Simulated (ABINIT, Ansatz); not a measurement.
**CdF2 (Fm-3m): bands and cutoff in G0W0 with ABINIT**

Wanted: a converged G0W0 gap of CdF2 (Fm-3m), or an estimate of the limit.

Calculated with ABINIT 10.8.3; PBE and many-body steps on it, plane waves.

## (1) Starting point

Symmetry: Fm-3m, No. 225, cubic system. The conventional cell has a = 5.388 Å, b = 5.388 Å, c = 5.388 Å, α = 90.00°, β = 90.00°, γ = 90.00°. Cd has 8 F at 2.33 Å nearest. Nearest to F lie 4 Cd at 2.33 Å. Farther neighbours and most contacts between anions are not listed.

As a file:

```cif
data_structure
_symmetry_space_group_name_H-M 'P 1'
_symmetry_Int_Tables_number 1
_cell_length_a 3.8099
_cell_length_b 3.8099
_cell_length_c 3.8099
_cell_angle_alpha 60.000
_cell_angle_beta 60.000
_cell_angle_gamma 60.000
_cell_volume 39.10
loop_
_atom_site_label
_atom_site_type_symbol
_atom_site_fract_x
_atom_site_fract_y
_atom_site_fract_z
_atom_site_occupancy
Cd1 Cd 0.00000 0.00000 0.00000 1
F2 F 0.25000 0.25000 0.25000 1
F3 F 0.75000 0.75000 0.75000 1
```

The cell and positions come from the Crystallography Open Database and are kept as given unless a step says otherwise.

## (2) Empty states on the mesh, 4×4×4 mesh, 141 bands

This step: ABINIT 10.8.3; DFT, PBE, plane waves, norm-conserving pseudopotentials.

The sums over transitions need many empty states on a uniform mesh; this step solves for them.

run.abi reads:

```
acell 3*1.0 Angstrom
rprim 
  0.000000000000 2.694000000000 2.694000000000
  2.694000000000 -0.000000000000 2.694000000000
  2.694000000000 2.694000000000 -0.000000000000
ntypat 2
znucl 48 9
natom 3
typat 1 2 2
xred 
  0.000000000000 0.000000000000 0.000000000000
  0.250000000000 0.250000000000 0.250000000000
  0.750000000000 0.750000000000 0.750000000000
pp_dirpath "pseudos"
pseudos "Cd.upf, F.upf"
ecut 47
ngkpt 4 4 4
nshiftk 1
shiftk 0 0 0
kptopt 1
chksymbreak 0
irdden 1
istwfk *1
nband 141
prtvol 0
optdriver 6
gwr_task "HDIAGO"
paral_kgb 0
occopt 1
indata_prefix "in"
outdata_prefix "out"
tmpdata_prefix "tmp"
```

Started as:

```console
> OMP_NUM_THREADS=1 mpirun -n 4 abinit run.abi > log
```

Output:

```text
.Version 10.8.3 of ABINIT. v10.8.2 released Aug 2026.

 Symmetries : space group Fm -3 m (#225); Bravais cF (face-center cubic)
[... echo of the input left out ...]
== DATASET  1 ==================================================================
-   mpi_nproc: 4, omp_nthreads: 1 (-1 if OMP is not activated)

--- !DatasetInfo
iteration_state: {dtset: 1, }
dimensions: {natom: 3, nkpt: 8, mband: 141, nsppol: 1, nspinor: 1, nspden: 1, mpw: 4092, }
cutoff_energies: {ecut:  47.0, pawecutdg:  -1.0, }
[...]
Indirect band gap semiconductor
 Fundamental gap:     3.124 (eV)
   VBM:     3.135 (eV) at k: [-2.5000E-01,  5.0000E-01,  2.5000E-01]
   CBM:     6.259 (eV) at k: [ 0.0000E+00,  0.0000E+00,  0.0000E+00]
 Direct gap:         3.619 (eV) at k: [ 0.0000E+00,  0.0000E+00,  0.0000E+00]

== END DATASET(S) ==============================================================
================================================================================

 -outvars: echo values of variables after computation  --------
           etotal      0.0000000000E+00
            nband         141
             nkpt           8
          spgroup         225
 [... the other variables as echoed above ...]

 Calculation completed.
```

Wall time 75 s (4 MPI ranks of Arm Neoverse V2, shared host); peak memory 3.8 GiB.

Numbers from this step:

| Item | Value |
| --- | --- |
| gap | 3.124 eV |
| k of the valence top | -0.25, 0.5, 0.25 |
| k of the conduction bottom | 0, 0, 0 |
| least direct gap | 3.619 eV |
| k points computed | 8 |
| lowest point of the top converged band, above the valence top | 112.1025 eV |

On this mesh the gap is 3.124 eV.

The density comes from a self-consistent run that is not shown.

## (3) Screening, 4×4×4 mesh, 31 bands, screening to 76.2 eV

The RPA dielectric matrix is built and inverted for each q.

This step: RPA screening on PBE, plane waves, norm-conserving pseudopotentials.

run.abi, as its differences from that of step 2:

```diff
@@ -21,10 +21,11 @@
 chksymbreak 0
-irdden 1
 istwfk *1
-nband 141
-prtvol 0
-optdriver 6
-gwr_task "HDIAGO"
-paral_kgb 0
 occopt 1
+irdwfk 1
+optdriver 3
+nband 31
+ecuteps 2.8
+inclvkb 2
+awtr 1
+symchi 1
 indata_prefix "in"
```

Output:

```text
.Version 10.8.3 of ABINIT. v10.8.2 released Aug 2026.

 Symmetries : space group Fm -3 m (#225); Bravais cF (face-center cubic)
[... echo of the input left out ...]
== DATASET  1 ==================================================================
-   mpi_nproc: 4, omp_nthreads: 1 (-1 if OMP is not activated)

--- !DatasetInfo
iteration_state: {dtset: 1, }
dimensions: {natom: 3, nkpt: 8, mband: 31, nsppol: 1, nspinor: 1, nspden: 1, mpw: 4092, }
cutoff_energies: {ecut:  47.0, pawecutdg:  -1.0, }
electrons: {nelect:   3.40000000E+01, charge:   0.00000000E+00, occopt:   1.00000000E+00, tsmear:   1.00000000E-02, }

 SCREENING: Calculation of the susceptibility and dielectric matrices

 Based on a program developped by R.W. Godby, V. Olevano, G. Onida, and L. Reining.
 Incorporated in ABINIT by V. Olevano, G.-M. Rignanese, and M. Torrent.
.Using double precision arithmetic ; gwpc =  8

[... cell and pseudopotentials left out ...]
--------------------------------------------------------------------------------

 ==== K-mesh for the wavefunctions ====
 Number of points in the irreducible wedge :     8
[... list of points left out ...]
 Together with 48 symmetry operations and time-reversal symmetry
 yields    64 points in the full Brillouin Zone.

 ==== Q-mesh for the screening function ====
 Number of points in the irreducible wedge :     8
[... list of points left out ...]
 Together with 48 symmetry operations and time-reversal symmetry
 yields    64 points in the full Brillouin Zone.

 setmesh: FFT mesh size selected  =    27x   27x   27
          total number of points  =        19683

 vcoul_init : cutoff-mode = AUXILIARY_FUNCTION
 q-points for optical limit:   1
     1)      0.000010    0.000020    0.000030

- screening: taking advantage of time-reversal symmetry
- Maximum band index for partially occupied states nbvw = 17
- Remaining bands to be divided among processors   nbcw = 14
- Number of bands treated by each node ~3

 Number of electrons calculated from density =   34.0000; Expected =   34.0000
 average of density, n =  0.128843
 r_s =    1.2282
 omega_plasma =   34.6246 [eV]

 calculating chi0 at frequencies [eV] :
  1    0.000000E+00    0.000000E+00
  2    0.000000E+00    3.462465E+01

--------------------------------------------------------------------------------
  q-point number  1        q = ( 0.000000, 0.000000, 0.000000) [r.l.u.]
--------------------------------------------------------------------------------
[... chi0 elements left out ...]
 For q-point:  0.000010 0.000020 0.000030
  dielectric constant =   2.6288
  dielectric constant without local fields =   2.6787

  Average fulfillment of the sum rule on Im[epsilon] for q-point    1 :     13.58  [%]
[... wings left out ...]
  q-point number  2        q = ( 0.250000, 0.000000, 0.000000) [r.l.u.]
--------------------------------------------------------------------------------
[... chi0 elements left out ...]
  Average fulfillment of the sum rule on Im[epsilon] for q-point    2 :     26.03  [%]

 [... 6 further q-points ...]
```

Run time: 5.3 s. Hardware: 4 MPI ranks; peak memory 0.63 GiB.

This step gave:

```yaml
eps_infinity_with_local_fields_on_this_mesh_along_the_program_s_q_direction: 2.629
the_same_without_local_fields: 2.679
plasma_frequency: 34.62 eV
plane_waves_in_the_screening_matrix: 59
```

Local fields lower ε∞ by 2 %. On a Γ-centred mesh this coarse the value itself is usually too large, while a short band sum pulls it down.

## (4) 31 bands, 76.2 eV

The self-energy is evaluated for the states that the input lists, and the levels follow from it, in one-shot runs by the linearised quasiparticle equation.

This step: G0W0 on PBE, plane waves, norm-conserving pseudopotentials.

run.abi, as its differences from that of step 3:

```diff
@@ -24,8 +24,17 @@
 irdwfk 1
-optdriver 3
+optdriver 4
 nband 31
+gwcalctyp 0
+ecutsigx 47
+symsigma 1
+nkptgw 2
+kptgw 
+  -0.2500000000 0.5000000000 0.2500000000
+  0.0000000000 0.0000000000 0.0000000000
+bdgw 
+  16 19
+  15 21
 ecuteps 2.8
-inclvkb 2
-awtr 1
-symchi 1
+irdscr 1
+ppmodel 1
 indata_prefix "in"
```

Output:

```text
.Version 10.8.3 of ABINIT. v10.8.2 released Aug 2026.

 Symmetries : space group Fm -3 m (#225); Bravais cF (face-center cubic)
[... echo of the input left out ...]
== DATASET  1 ==================================================================
-   mpi_nproc: 4, omp_nthreads: 1 (-1 if OMP is not activated)

--- !DatasetInfo
iteration_state: {dtset: 1, }
dimensions: {natom: 3, nkpt: 8, mband: 31, nsppol: 1, nspinor: 1, nspden: 1, mpw: 4092, }
cutoff_energies: {ecut:  47.0, pawecutdg:  -1.0, }
electrons: {nelect:   3.40000000E+01, charge:   0.00000000E+00, occopt:   1.00000000E+00, tsmear:   1.00000000E-02, }

 SIGMA: Calculation of the GW corrections

 Based on a program developped by R.W. Godby, V. Olevano, G. Onida, and L. Reining.
 Incorporated in ABINIT by V. Olevano, G.-M. Rignanese, and M. Torrent.
.Using double precision arithmetic ; gwpc =  8

[... cell and pseudopotentials left out ...]
--------------------------------------------------------------------------------

 ==== K-mesh for the wavefunctions ====
 Number of points in the irreducible wedge :     8
[... list of points left out ...]
 Together with 48 symmetry operations and time-reversal symmetry
 yields    64 points in the full Brillouin Zone.

 ==== Q-mesh for screening function ====
 Number of points in the irreducible wedge :     8
[... list of points left out ...]
 Together with 48 symmetry operations and time-reversal symmetry
 yields    64 points in the full Brillouin Zone.

 vcoul_init : cutoff-mode = AUXILIARY_FUNCTION
 q-points for optical limit:   1
     1)      0.000010    0.000020    0.000030
 setmesh: FFT mesh size selected  =    45x   45x   45
          total number of points  =        91125

 Number of electrons calculated from density =   34.0000; Expected =   34.0000
 average of density, n =  0.128843
 r_s =    1.2282
 omega_plasma =   34.6246 [eV]

 === KS Band Gaps ===
  >>>> For spin  1
   Minimum direct gap =   3.6194 [eV], located at k-point      :   0.0000  0.0000  0.0000
   Fundamental gap    =   3.1240 [eV], Top of valence bands at :  -0.2500  0.5000  0.2500
                                       Bottom of conduction at :   0.0000  0.0000  0.0000
 SIGMA fundamental parameters:
 PLASMON POLE MODEL  1
 number of plane-waves for SigmaX                 4015
 number of plane-waves for SigmaC and W             59
 number of plane-waves for wavefunctions          4015
 number of bands                                    31
 number of independent spin polarizations            1
 number of spinorial components                      1
 number of k-points in IBZ                           8
 number of q-points in IBZ                           8
 number of symmetry operations                      48
 number of k-points in BZ                           64
 number of q-points in BZ                           64
 number of frequencies for dSigma/dE                 9
 frequency step for dSigma/dE [eV]                0.25
 number of omega for Sigma on real axis              0
 max omega for Sigma on real axis  [eV]           0.00
 zcut for avoiding poles [eV]                     0.10

 EPSILON^-1 parameters (SCR file):
 dimension of the eps^-1 matrix on file             59
 dimension of the eps^-1 matrix used                59
 number of plane-waves for wavefunctions          4015
 number of bands                                    31
 number of q-points in IBZ                           8
 number of frequencies                               2
 number of real frequencies                          1
 number of imag frequencies                          1

 matrix elements of self-energy operator (all in [eV])

 Perturbative Calculation

--- !SelfEnergy_ee
iteration_state: {dtset: 1, }
kpoint     : [  -0.250,    0.500,    0.250, ]
spin       : 1
KS_gap     :    8.101
QP_gap     :   12.265
Delta_QP_KS:    4.164
data: !SigmaeeData |
     Band     E0 <VxcDFT>   SigX SigC(E0)      Z dSigC/dE  Sig(E)    E-E0       E
       16   2.536 -23.138 -30.563   5.768   0.782  -0.278 -24.434  -1.296   1.240
       17   3.135 -24.392 -31.575   5.540   0.793  -0.261 -25.695  -1.302   1.833
       18  11.236 -16.752 -10.745  -2.640   0.850  -0.177 -13.890   2.861  14.097
       19  14.664 -10.958  -6.360  -2.887   0.860  -0.163  -9.486   1.472  16.135

--- !SelfEnergy_ee
iteration_state: {dtset: 1, }
kpoint     : [   0.000,    0.000,    0.000, ]
spin       : 1
KS_gap     :    3.619
QP_gap     :    6.835
Delta_QP_KS:    3.216
data: !SigmaeeData |
     Band     E0 <VxcDFT>   SigX SigC(E0)      Z dSigC/dE  Sig(E)    E-E0       E
       15   2.640 -24.993 -32.322   5.347   0.805  -0.243 -26.588  -1.595   1.045
       16   2.640 -24.993 -32.322   5.347   0.805  -0.243 -26.588  -1.595   1.045
       17   2.640 -24.993 -32.322   5.347   0.805  -0.243 -26.588  -1.595   1.045
       18   6.259 -12.403  -7.938  -2.609   0.874  -0.145 -10.782   1.621   7.880
       19  15.876 -10.202  -4.669  -3.111   0.870  -0.149  -8.095   2.107  17.983
       20  15.876 -10.202  -4.669  -3.111   0.870  -0.149  -8.095   2.107  17.983
       21  15.876 -10.202  -4.669  -3.111   0.870  -0.149  -8.095   2.107  17.983

== END DATASET(S) ==============================================================
================================================================================

 -outvars: echo values of variables after computation  --------
           etotal      0.0000000000E+00
            nband          31
             nkpt           8
          spgroup         225
 [... the other variables as echoed above ...]

 Calculation completed.
```

Elapsed: 3.1 s, on 4 MPI ranks; peak memory 0.46 GiB; 12 s of CPU time.

Numbers from this step:

* G0W0 gap on the points computed: 6.047 eV
* starting gap on the mesh: 3.124 eV
* k of the valence top: -0.25, 0.5, 0.25
* k of the conduction bottom: 0, 0, 0
* Z at the valence top: 0.793
* Z at the conduction bottom: 0.874
* least direct G0W0 gap on the computed points: 6.835 eV

The gap on the mesh goes from 3.12 eV to 6.05 eV, a correction of +2.92 eV.

## (5) Screening, 4×4×4 mesh, 64 bands, screening to 141.5 eV

This step: RPA screening on PBE, plane waves, norm-conserving pseudopotentials.

run.abi, as its differences from that of step 4:

```diff
@@ -24,17 +24,8 @@
 irdwfk 1
-optdriver 4
-nband 31
-gwcalctyp 0
-ecutsigx 47
-symsigma 1
-nkptgw 2
-kptgw 
-  -0.2500000000 0.5000000000 0.2500000000
-  0.0000000000 0.0000000000 0.0000000000
-bdgw 
-  16 19
-  15 21
-ecuteps 2.8
-irdscr 1
-ppmodel 1
+optdriver 3
+nband 64
+ecuteps 5.2
+inclvkb 2
+awtr 1
+symchi 1
 indata_prefix "in"
```

Output:

```text
.Version 10.8.3 of ABINIT. v10.8.2 released Aug 2026.

 Symmetries : space group Fm -3 m (#225); Bravais cF (face-center cubic)
[... echo of the input left out ...]
== DATASET  1 ==================================================================
-   mpi_nproc: 4, omp_nthreads: 1 (-1 if OMP is not activated)

--- !DatasetInfo
iteration_state: {dtset: 1, }
dimensions: {natom: 3, nkpt: 8, mband: 64, nsppol: 1, nspinor: 1, nspden: 1, mpw: 4092, }
cutoff_energies: {ecut:  47.0, pawecutdg:  -1.0, }
electrons: {nelect:   3.40000000E+01, charge:   0.00000000E+00, occopt:   1.00000000E+00, tsmear:   1.00000000E-02, }

 SCREENING: Calculation of the susceptibility and dielectric matrices

 Based on a program developped by R.W. Godby, V. Olevano, G. Onida, and L. Reining.
 Incorporated in ABINIT by V. Olevano, G.-M. Rignanese, and M. Torrent.
.Using double precision arithmetic ; gwpc =  8

[... cell and pseudopotentials left out ...]
--------------------------------------------------------------------------------

 ==== K-mesh for the wavefunctions ====
 Number of points in the irreducible wedge :     8
[... list of points left out ...]
 Together with 48 symmetry operations and time-reversal symmetry
 yields    64 points in the full Brillouin Zone.

 ==== Q-mesh for the screening function ====
 Number of points in the irreducible wedge :     8
[... list of points left out ...]
 Together with 48 symmetry operations and time-reversal symmetry
 yields    64 points in the full Brillouin Zone.

 setmesh: FFT mesh size selected  =    30x   30x   30
          total number of points  =        27000

 vcoul_init : cutoff-mode = AUXILIARY_FUNCTION
 q-points for optical limit:   1
     1)      0.000010    0.000020    0.000030

- screening: taking advantage of time-reversal symmetry
- Maximum band index for partially occupied states nbvw = 17
- Remaining bands to be divided among processors   nbcw = 47
- Number of bands treated by each node ~11

 Number of electrons calculated from density =   34.0000; Expected =   34.0000
 average of density, n =  0.128843
 r_s =    1.2282
 omega_plasma =   34.6246 [eV]

 calculating chi0 at frequencies [eV] :
  1    0.000000E+00    0.000000E+00
  2    0.000000E+00    3.462465E+01

--------------------------------------------------------------------------------
  q-point number  1        q = ( 0.000000, 0.000000, 0.000000) [r.l.u.]
--------------------------------------------------------------------------------
[... chi0 elements left out ...]
 For q-point:  0.000010 0.000020 0.000030
  dielectric constant =   2.7455
  dielectric constant without local fields =   2.8844

  Average fulfillment of the sum rule on Im[epsilon] for q-point    1 :     40.35  [%]
[... wings left out ...]
  q-point number  2        q = ( 0.250000, 0.000000, 0.000000) [r.l.u.]
--------------------------------------------------------------------------------
[... chi0 elements left out ...]
  Average fulfillment of the sum rule on Im[epsilon] for q-point    2 :     57.44  [%]

 [... 6 further q-points ...]
```

Wall time 16 s (4 MPI ranks); peak memory 0.84 GiB.

Numbers from this step:

- ε∞ with local fields, on this mesh, along the program's q direction: 2.745
- the same without local fields: 2.884
- plasma frequency: 34.62 eV
- plane waves in the screening matrix: 169

(Part 1 of 2 ends here.)

[Paths, hosts, dates, memory and timing lines, banners, echoed tables and standing remarks are left out of the program output.]

[Logs are printed without paths, hosts, clocks, repeated set-up lines and the standing remarks that a program may print on its own settings, such as how far it seeks lower states.]

[Runs of the session that timed out or met a known fault of the program may be left out.]

[Hosts, paths, dates, database ids (printed as entryN), source tags and the programs' standing remarks are cut or masked in the printed files.]

[G0W0 gaps are taken among the corrected bands and points alone; a level outside them can change the order at an edge.]

[Where Ansatz stands beside ABINIT at settings called matched, ABINIT's density can come from a denser mesh and the files from another edition; pairs whose starting gaps differed by over 0.03 eV were left out, so agreement reads better than it is.]
